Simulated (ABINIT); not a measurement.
# Sr2SiS4 (P2_1/m): changed settings of a GW run in ABINIT

What do changed inputs do to GW on Sr2SiS4 (P2_1/m)?

Method: LDA and many-body steps on it, plane waves, in ABINIT 10.8.3.

## Step 1: The starting structure

Symmetry: P2_1/m, No. 11, monoclinic system. The conventional cell has a = 6.609 Å, b = 6.660 Å, c = 8.262 Å, α = 90.00°, β = 108.22°, γ = 90.00°. Nearest to Sr lie 9 S at 2.96 to 3.80 Å and 4 Si at 3.51 to 3.93 Å. Sr has 8 S at 3.04 to 3.46 Å and 3 Si at 3.71 to 3.89 Å nearest. Nearest to Si lie 4 S at 2.12 to 2.13 Å and 7 Sr at 3.51 to 3.93 Å. Nearest to S lie 1 Si at 2.12 Å and 5 Sr at 3.03 to 3.80 Å. Nearest to S lie 1 Si at 2.13 Å and 4 Sr at 2.96 to 3.46 Å. Nearest to S lie 1 Si at 2.12 Å and 4 Sr at 3.01 to 3.13 Å. Farther neighbours and most contacts between anions are not listed.

The cell and positions are those that the Materials Project relaxed with its own functionals (PBE, PBE+U or r2SCAN), kept fixed.

## Step 2: Screening, 2×2×2 mesh, 210 bands, screening to 87.1 eV

This step: ABINIT 10.8.3; RPA screening on LDA, plane waves, norm-conserving pseudopotentials.

The RPA dielectric matrix is built and inverted for each q.

Input file run.abi:

```
acell 3*1.0 Angstrom
rprim 
  6.608739210500 0.000000000000 -0.000000000000
  0.000000000000 6.659542380000 0.000000000000
  -2.582748258700 0.000000000000 7.848229828000
ntypat 3
znucl 38 14 16
natom 14
typat 1 1 1 1 2 2 3 3 3 3 3 3 3 3
xred 
  0.283671200000 0.750000000000 0.951809120000
  0.716328800000 0.250000000000 0.048190880000
  0.224829900000 0.750000000000 0.429263770000
  0.775170100000 0.250000000000 0.570736230000
  0.721301030000 0.750000000000 0.796846200000
  0.278698970000 0.250000000000 0.203153800000
  0.886453430000 0.750000000000 0.061575940000
  0.113546570000 0.250000000000 0.938424060000
  0.916900480000 0.750000000000 0.635667980000
  0.083099520000 0.250000000000 0.364332020000
  0.510384140000 0.501966720000 0.737248200000
  0.489615860000 0.001966720000 0.262751800000
  0.489615860000 0.498033280000 0.262751800000
  0.510384140000 0.998033280000 0.737248200000
pp_dirpath "pseudos"
pseudos "Sr.upf, Si.upf, S.upf"
ecut 28
ngkpt 2 2 2
nshiftk 1
shiftk 0 0 0
kptopt 1
chksymbreak 0
istwfk *1
occopt 1
irdwfk 1
optdriver 3
nband 210
ecuteps 3.2
inclvkb 2
awtr 1
symchi 1
indata_prefix "in"
outdata_prefix "out"
tmpdata_prefix "tmp"
```

Run with:

```bash
$ OMP_NUM_THREADS=1 mpirun -n 16 abinit run.abi > log
```

Output:

```text
.Version 10.8.3 of ABINIT. v10.8.2 released Aug 2026.

 Symmetries : space group P2_1/m (# 11); Bravais mP (primitive monocl.)
[... echo of the input left out ...]
== DATASET  1 ==================================================================
-   mpi_nproc: 16, omp_nthreads: 1 (-1 if OMP is not activated)

--- !DatasetInfo
iteration_state: {dtset: 1, }
dimensions: {natom: 14, nkpt: 8, mband: 210, nsppol: 1, nspinor: 1, nspden: 1, mpw: 16528, }
cutoff_energies: {ecut:  28.0, pawecutdg:  -1.0, }
electrons: {nelect:   9.60000000E+01, charge:   0.00000000E+00, occopt:   1.00000000E+00, tsmear:   1.00000000E-02, }

 SCREENING: Calculation of the susceptibility and dielectric matrices

 Based on a program developped by R.W. Godby, V. Olevano, G. Onida, and L. Reining.
 Incorporated in ABINIT by V. Olevano, G.-M. Rignanese, and M. Torrent.
.Using double precision arithmetic ; gwpc =  8

[... cell and pseudopotentials left out ...]
--------------------------------------------------------------------------------

 ==== K-mesh for the wavefunctions ====
 Number of points in the irreducible wedge :     8
[... list of points left out ...]
 Together with  4 symmetry operations and time-reversal symmetry
 yields     8 points in the full Brillouin Zone.

 ==== Q-mesh for the screening function ====
 Number of points in the irreducible wedge :     8
[... list of points left out ...]
 Together with  4 symmetry operations and time-reversal symmetry
 yields     8 points in the full Brillouin Zone.

 setmesh: FFT mesh size selected  =    45x   48x   54
          total number of points  =       116640

 vcoul_init : cutoff-mode = AUXILIARY_FUNCTION
 q-points for optical limit:   1
     1)      0.000010    0.000020    0.000030

- screening: taking advantage of time-reversal symmetry
- Maximum band index for partially occupied states nbvw = 48
- Remaining bands to be divided among processors   nbcw = 162
- Number of bands treated by each node ~10

 Number of electrons calculated from density =   96.0000; Expected =   96.0000
 average of density, n =  0.041185
 r_s =    1.7963
 omega_plasma =   19.5761 [eV]

 calculating chi0 at frequencies [eV] :
  1    0.000000E+00    0.000000E+00
  2    0.000000E+00    1.957607E+01

--------------------------------------------------------------------------------
  q-point number  1        q = ( 0.000000, 0.000000, 0.000000) [r.l.u.]
--------------------------------------------------------------------------------
[... chi0 elements left out ...]
 For q-point:  0.000010 0.000020 0.000030
  dielectric constant =   4.8588
  dielectric constant without local fields =   5.9139

  Average fulfillment of the sum rule on Im[epsilon] for q-point    1 :     63.18  [%]
[... wings left out ...]
  q-point number  2        q = ( 0.500000, 0.000000, 0.000000) [r.l.u.]
--------------------------------------------------------------------------------
[... chi0 elements left out ...]
  Average fulfillment of the sum rule on Im[epsilon] for q-point    2 :     68.15  [%]

 [... 6 further q-points ...]
```

Elapsed: 4.6 min, on 16 MPI ranks of Arm Neoverse V1, shared host; peak memory 20 GiB.

Numbers from this step:

- ε∞ with local fields, on this mesh, along the program's q direction: 4.859
- the same without local fields: 5.914
- plasma frequency: 19.58 eV
- plane waves in the screening matrix: 631

Local fields lower ε∞ by 18 %. On a Γ-centred mesh this coarse the value itself is usually too large, while a short band sum pulls it down.

## Step 3: Base

The self-energy is evaluated for the states that the input lists, and the levels follow from it, in one-shot runs by the linearised quasiparticle equation.

This step: G0W0 on LDA, plane waves, norm-conserving pseudopotentials.

run.abi: that of step 2 with these lines changed.

```diff
@@ -35,8 +35,17 @@
 irdwfk 1
-optdriver 3
+optdriver 4
 nband 210
+gwcalctyp 0
+ecutsigx 28
+symsigma 1
+nkptgw 2
+kptgw 
+  0.0000000000 0.0000000000 0.0000000000
+  0.5000000000 0.0000000000 0.0000000000
+bdgw 
+  47 50
+  47 50
 ecuteps 3.2
-inclvkb 2
-awtr 1
-symchi 1
+irdscr 1
+ppmodel 1
 indata_prefix "in"
```

Output:

```text
.Version 10.8.3 of ABINIT. v10.8.2 released Aug 2026.

 Symmetries : space group P2_1/m (# 11); Bravais mP (primitive monocl.)
[... echo of the input left out ...]
== DATASET  1 ==================================================================
-   mpi_nproc: 16, omp_nthreads: 1 (-1 if OMP is not activated)

--- !DatasetInfo
iteration_state: {dtset: 1, }
dimensions: {natom: 14, nkpt: 8, mband: 210, nsppol: 1, nspinor: 1, nspden: 1, mpw: 16528, }
cutoff_energies: {ecut:  28.0, pawecutdg:  -1.0, }
electrons: {nelect:   9.60000000E+01, charge:   0.00000000E+00, occopt:   1.00000000E+00, tsmear:   1.00000000E-02, }

 SIGMA: Calculation of the GW corrections

 Based on a program developped by R.W. Godby, V. Olevano, G. Onida, and L. Reining.
 Incorporated in ABINIT by V. Olevano, G.-M. Rignanese, and M. Torrent.
.Using double precision arithmetic ; gwpc =  8

[... cell and pseudopotentials left out ...]
--------------------------------------------------------------------------------

 ==== K-mesh for the wavefunctions ====
 Number of points in the irreducible wedge :     8
[... list of points left out ...]
 Together with  4 symmetry operations and time-reversal symmetry
 yields     8 points in the full Brillouin Zone.

 ==== Q-mesh for screening function ====
 Number of points in the irreducible wedge :     8
[... list of points left out ...]
 Together with  4 symmetry operations and time-reversal symmetry
 yields     8 points in the full Brillouin Zone.

 vcoul_init : cutoff-mode = AUXILIARY_FUNCTION
 q-points for optical limit:   1
     1)      0.000010    0.000020    0.000030
 setmesh: FFT mesh size selected  =    60x   60x   72
          total number of points  =       259200

 Number of electrons calculated from density =   96.0000; Expected =   96.0000
 average of density, n =  0.041185
 r_s =    1.7963
 omega_plasma =   19.5761 [eV]

 === KS Band Gaps ===
  >>>> For spin  1
   Minimum direct gap =   2.9520 [eV], located at k-point      :   0.5000  0.0000  0.0000
   Fundamental gap    =   2.7663 [eV], Top of valence bands at :   0.0000  0.0000  0.0000
                                       Bottom of conduction at :   0.5000  0.0000  0.0000
 SIGMA fundamental parameters:
 PLASMON POLE MODEL  1
 number of plane-waves for SigmaX                16459
 number of plane-waves for SigmaC and W            631
 number of plane-waves for wavefunctions         16459
 number of bands                                   210
 number of independent spin polarizations            1
 number of spinorial components                      1
 number of k-points in IBZ                           8
 number of q-points in IBZ                           8
 number of symmetry operations                       4
 number of k-points in BZ                            8
 number of q-points in BZ                            8
 number of frequencies for dSigma/dE                 9
 frequency step for dSigma/dE [eV]                0.25
 number of omega for Sigma on real axis              0
 max omega for Sigma on real axis  [eV]           0.00
 zcut for avoiding poles [eV]                     0.10

 EPSILON^-1 parameters (SCR file):
 dimension of the eps^-1 matrix on file            631
 dimension of the eps^-1 matrix used               631
 number of plane-waves for wavefunctions         16459
 number of bands                                   210
 number of q-points in IBZ                           8
 number of frequencies                               2
 number of real frequencies                          1
 number of imag frequencies                          1

 matrix elements of self-energy operator (all in [eV])

 Perturbative Calculation

--- !SelfEnergy_ee
iteration_state: {dtset: 1, }
kpoint     : [   0.000,    0.000,    0.000, ]
spin       : 1
KS_gap     :    3.139
QP_gap     :    4.663
Delta_QP_KS:    1.525
data: !SigmaeeData |
     Band     E0 <VxcDFT>   SigX SigC(E0)      Z dSigC/dE  Sig(E)    E-E0       E
       47   3.591 -12.965 -15.876   2.437   0.789  -0.268 -13.338  -0.373   3.218
       48   3.809 -12.879 -15.746   2.379   0.788  -0.270 -13.263  -0.384   3.425
       49   6.948  -9.881  -5.385  -3.106   0.821  -0.218  -8.740   1.141   8.089
       50   7.243  -9.946  -5.093  -3.103   0.828  -0.208  -8.497   1.449   8.692

--- !SelfEnergy_ee
iteration_state: {dtset: 1, }
kpoint     : [   0.500,    0.000,    0.000, ]
spin       : 1
KS_gap     :    2.952
QP_gap     :    4.693
Delta_QP_KS:    1.741
data: !SigmaeeData |
     Band     E0 <VxcDFT>   SigX SigC(E0)      Z dSigC/dE  Sig(E)    E-E0       E
       47   3.571 -12.731 -15.644   2.418   0.788  -0.269 -13.121  -0.390   3.181
       48   3.623 -13.021 -15.912   2.431   0.789  -0.267 -13.384  -0.363   3.260
       49   6.575  -9.763  -5.121  -2.977   0.828  -0.208  -8.385   1.378   7.953
       50   6.982 -10.009  -5.529  -2.978   0.821  -0.218  -8.776   1.233   8.215

== END DATASET(S) ==============================================================
================================================================================

 -outvars: echo values of variables after computation  --------
           etotal      0.0000000000E+00
            nband         210
             nkpt           8
          spgroup          11
 [... the other variables as echoed above ...]

 Calculation completed.
```

Elapsed: 24 s, on 16 MPI ranks; peak memory 8.5 GiB; 6.3 min of CPU time.

This step gave:

```
G0W0 gap on the points computed              : 4.528 eV
starting gap on the mesh                     : 2.766 eV
k of the valence top                         : 0, 0, 0
k of the conduction bottom                   : 0.5, 0, 0
Z at the valence top                         : 0.788
Z at the conduction bottom                   : 0.828
least direct G0W0 gap on the computed points : 4.664 eV
```

The gap on the mesh goes from 2.77 eV to 4.53 eV, a correction of +1.76 eV.

## Step 4: Scissors in G

run.abi: that of step 3 with these lines changed.

```diff
@@ -50,2 +50,3 @@
 ppmodel 1
+mbpt_sciss 0.5 eV
 indata_prefix "in"
```

Output:

```text
.Version 10.8.3 of ABINIT. v10.8.2 released Aug 2026.

 Symmetries : space group P2_1/m (# 11); Bravais mP (primitive monocl.)
[... echo of the input left out ...]
== DATASET  1 ==================================================================
-   mpi_nproc: 16, omp_nthreads: 1 (-1 if OMP is not activated)

--- !DatasetInfo
iteration_state: {dtset: 1, }
dimensions: {natom: 14, nkpt: 8, mband: 210, nsppol: 1, nspinor: 1, nspden: 1, mpw: 16528, }
cutoff_energies: {ecut:  28.0, pawecutdg:  -1.0, }
electrons: {nelect:   9.60000000E+01, charge:   0.00000000E+00, occopt:   1.00000000E+00, tsmear:   1.00000000E-02, }

 SIGMA: Calculation of the GW corrections

 Based on a program developped by R.W. Godby, V. Olevano, G. Onida, and L. Reining.
 Incorporated in ABINIT by V. Olevano, G.-M. Rignanese, and M. Torrent.
.Using double precision arithmetic ; gwpc =  8

[... cell and pseudopotentials left out ...]
--------------------------------------------------------------------------------

 ==== K-mesh for the wavefunctions ====
 Number of points in the irreducible wedge :     8
[... list of points left out ...]
 Together with  4 symmetry operations and time-reversal symmetry
 yields     8 points in the full Brillouin Zone.

 ==== Q-mesh for screening function ====
 Number of points in the irreducible wedge :     8
[... list of points left out ...]
 Together with  4 symmetry operations and time-reversal symmetry
 yields     8 points in the full Brillouin Zone.

 vcoul_init : cutoff-mode = AUXILIARY_FUNCTION
 q-points for optical limit:   1
     1)      0.000010    0.000020    0.000030
 setmesh: FFT mesh size selected  =    60x   60x   72
          total number of points  =       259200

 Number of electrons calculated from density =   96.0000; Expected =   96.0000
[...]
max omega for Sigma on real axis  [eV]           0.00
 zcut for avoiding poles [eV]                     0.10
 scissor energy [eV]                              0.50

 EPSILON^-1 parameters (SCR file):
 dimension of the eps^-1 matrix on file            631
 dimension of the eps^-1 matrix used               631
 number of plane-waves for wavefunctions         16459
 number of bands                                   210
 number of q-points in IBZ                           8
 number of frequencies                               2
 number of real frequencies                          1
 number of imag frequencies                          1

 matrix elements of self-energy operator (all in [eV])

 Perturbative Calculation

--- !SelfEnergy_ee
iteration_state: {dtset: 1, }
kpoint     : [   0.000,    0.000,    0.000, ]
spin       : 1
KS_gap     :    3.139
QP_gap     :    4.718
Delta_QP_KS:    1.579
data: !SigmaeeData |
     Band     E0 <VxcDFT>   SigX SigC(E0)      Z dSigC/dE  Sig(E)    E-E0       E
       47   3.591 -12.965 -15.876   2.465   0.790  -0.266 -13.317  -0.352   3.240
       48   3.809 -12.879 -15.746   2.408   0.789  -0.268 -13.241  -0.361   3.447
       49   6.948  -9.881  -5.385  -3.123   0.822  -0.217  -8.664   1.218   8.165
[...]
--- !SelfEnergy_ee
iteration_state: {dtset: 1, }
kpoint     : [   0.500,    0.000,    0.000, ]
spin       : 1
KS_gap     :    2.952
QP_gap     :    4.747
Delta_QP_KS:    1.794
data: !SigmaeeData |
     Band     E0 <VxcDFT>   SigX SigC(E0)      Z dSigC/dE  Sig(E)    E-E0       E
[...]
49   6.575  -9.763  -5.121  -2.992   0.829  -0.207  -8.310   1.453   8.028
       50   6.982 -10.009  -5.529  -2.996   0.822  -0.217  -8.700   1.309   8.290

== END DATASET(S) ==============================================================
================================================================================

 -outvars: echo values of variables after computation  --------
           etotal      0.0000000000E+00
            nband         210
             nkpt           8
          spgroup          11
 [... the other variables as echoed above ...]

 Calculation completed.
```

Wall time 24 s (16 MPI ranks); peak memory 8.5 GiB; 6.4 min of CPU time.

Numbers from this step:

- G0W0 gap on the points computed: 4.581 eV
- starting gap on the mesh: 2.766 eV
- k of the valence top: 0, 0, 0
- k of the conduction bottom: 0.5, 0, 0
- Z at the valence top: 0.789
- Z at the conduction bottom: 0.829
- least direct G0W0 gap on the computed points: 4.718 eV

## Step 5: Exchange cutoff

run.abi: that of step 4 with these lines changed.

```diff
@@ -38,3 +38,3 @@
 gwcalctyp 0
-ecutsigx 28
+ecutsigx 4.2
 symsigma 1
@@ -50,3 +50,2 @@
 ppmodel 1
-mbpt_sciss 0.5 eV
 indata_prefix "in"
```

Output:

```text
.Version 10.8.3 of ABINIT. v10.8.2 released Aug 2026.

 Symmetries : space group P2_1/m (# 11); Bravais mP (primitive monocl.)
[... echo of the input left out ...]
== DATASET  1 ==================================================================
-   mpi_nproc: 16, omp_nthreads: 1 (-1 if OMP is not activated)

--- !DatasetInfo
iteration_state: {dtset: 1, }
dimensions: {natom: 14, nkpt: 8, mband: 210, nsppol: 1, nspinor: 1, nspden: 1, mpw: 16528, }
cutoff_energies: {ecut:  28.0, pawecutdg:  -1.0, }
electrons: {nelect:   9.60000000E+01, charge:   0.00000000E+00, occopt:   1.00000000E+00, tsmear:   1.00000000E-02, }

 SIGMA: Calculation of the GW corrections

 Based on a program developped by R.W. Godby, V. Olevano, G. Onida, and L. Reining.
 Incorporated in ABINIT by V. Olevano, G.-M. Rignanese, and M. Torrent.
.Using double precision arithmetic ; gwpc =  8

[... cell and pseudopotentials left out ...]
--------------------------------------------------------------------------------

 ==== K-mesh for the wavefunctions ====
 Number of points in the irreducible wedge :     8
[... list of points left out ...]
 Together with  4 symmetry operations and time-reversal symmetry
 yields     8 points in the full Brillouin Zone.

 ==== Q-mesh for screening function ====
 Number of points in the irreducible wedge :     8
[... list of points left out ...]
 Together with  4 symmetry operations and time-reversal symmetry
 yields     8 points in the full Brillouin Zone.

 vcoul_init : cutoff-mode = AUXILIARY_FUNCTION
 q-points for optical limit:   1
     1)      0.000010    0.000020    0.000030
 setmesh: FFT mesh size selected  =    45x   48x   54
          total number of points  =       116640

 Number of electrons calculated from density =   96.0000; Expected =   96.0000
[...]
number of omega for Sigma on real axis              0
 max omega for Sigma on real axis  [eV]           0.00
 zcut for avoiding poles [eV]                     0.10

 EPSILON^-1 parameters (SCR file):
 dimension of the eps^-1 matrix on file            631
 dimension of the eps^-1 matrix used               631
 number of plane-waves for wavefunctions         16459
 number of bands                                   210
 number of q-points in IBZ                           8
 number of frequencies                               2
 number of real frequencies                          1
 number of imag frequencies                          1

 matrix elements of self-energy operator (all in [eV])

 Perturbative Calculation

--- !SelfEnergy_ee
iteration_state: {dtset: 1, }
kpoint     : [   0.000,    0.000,    0.000, ]
spin       : 1
KS_gap     :    3.139
QP_gap     :    4.645
Delta_QP_KS:    1.507
data: !SigmaeeData |
     Band     E0 <VxcDFT>   SigX SigC(E0)      Z dSigC/dE  Sig(E)    E-E0       E
       47   3.591 -12.965 -15.749   2.437   0.789  -0.268 -13.239  -0.274   3.318
       48   3.809 -12.879 -15.635   2.379   0.788  -0.270 -13.175  -0.296   3.513
       49   6.948  -9.881  -5.301  -3.106   0.821  -0.218  -8.671   1.211   8.158
[...]
--- !SelfEnergy_ee
iteration_state: {dtset: 1, }
kpoint     : [   0.500,    0.000,    0.000, ]
spin       : 1
KS_gap     :    2.952
QP_gap     :    4.701
Delta_QP_KS:    1.749
data: !SigmaeeData |
     Band     E0 <VxcDFT>   SigX SigC(E0)      Z dSigC/dE  Sig(E)    E-E0       E
[...]
49   6.575  -9.763  -4.990  -2.977   0.828  -0.208  -8.277   1.487   8.062
       50   6.982 -10.009  -5.439  -2.978   0.821  -0.218  -8.702   1.307   8.288

== END DATASET(S) ==============================================================
================================================================================

 -outvars: echo values of variables after computation  --------
           etotal      0.0000000000E+00
            nband         210
             nkpt           8
          spgroup          11
 [... the other variables as echoed above ...]

 Calculation completed.
```

Run time: 23 s. Hardware: 16 MPI ranks; peak memory 8.4 GiB; 6.1 min of CPU time.

This step gave:

- G0W0 gap on the points computed: 4.549 eV
- starting gap on the mesh: 2.766 eV
- k of the valence top: 0, 0, 0
- k of the conduction bottom: 0.5, 0, 0
- Z at the valence top: 0.788
- Z at the conduction bottom: 0.828
- least direct G0W0 gap on the computed points: 4.645 eV

(Continued in part 2 of 2.)

[Paths, hosts, dates, memory and timing lines, banners, echoed tables and standing remarks are left out of the program output.]

[Logs are printed without paths, hosts, clocks, repeated set-up lines and the standing remarks that a program may print on its own settings, such as how far it seeks lower states.]

[Runs of the session that timed out or met a known fault of the program may be left out.]

[Hosts, paths, dates, database ids (printed as entryN), source tags and the programs' standing remarks are cut or masked in the printed files.]

[G0W0 gaps are taken among the corrected bands and points alone; a level outside them can change the order at an edge.]

[Where Ansatz stands beside ABINIT at settings called matched, ABINIT's density can come from a denser mesh and the files from another edition; pairs whose starting gaps differed by over 0.03 eV were left out, so agreement reads better than it is.]
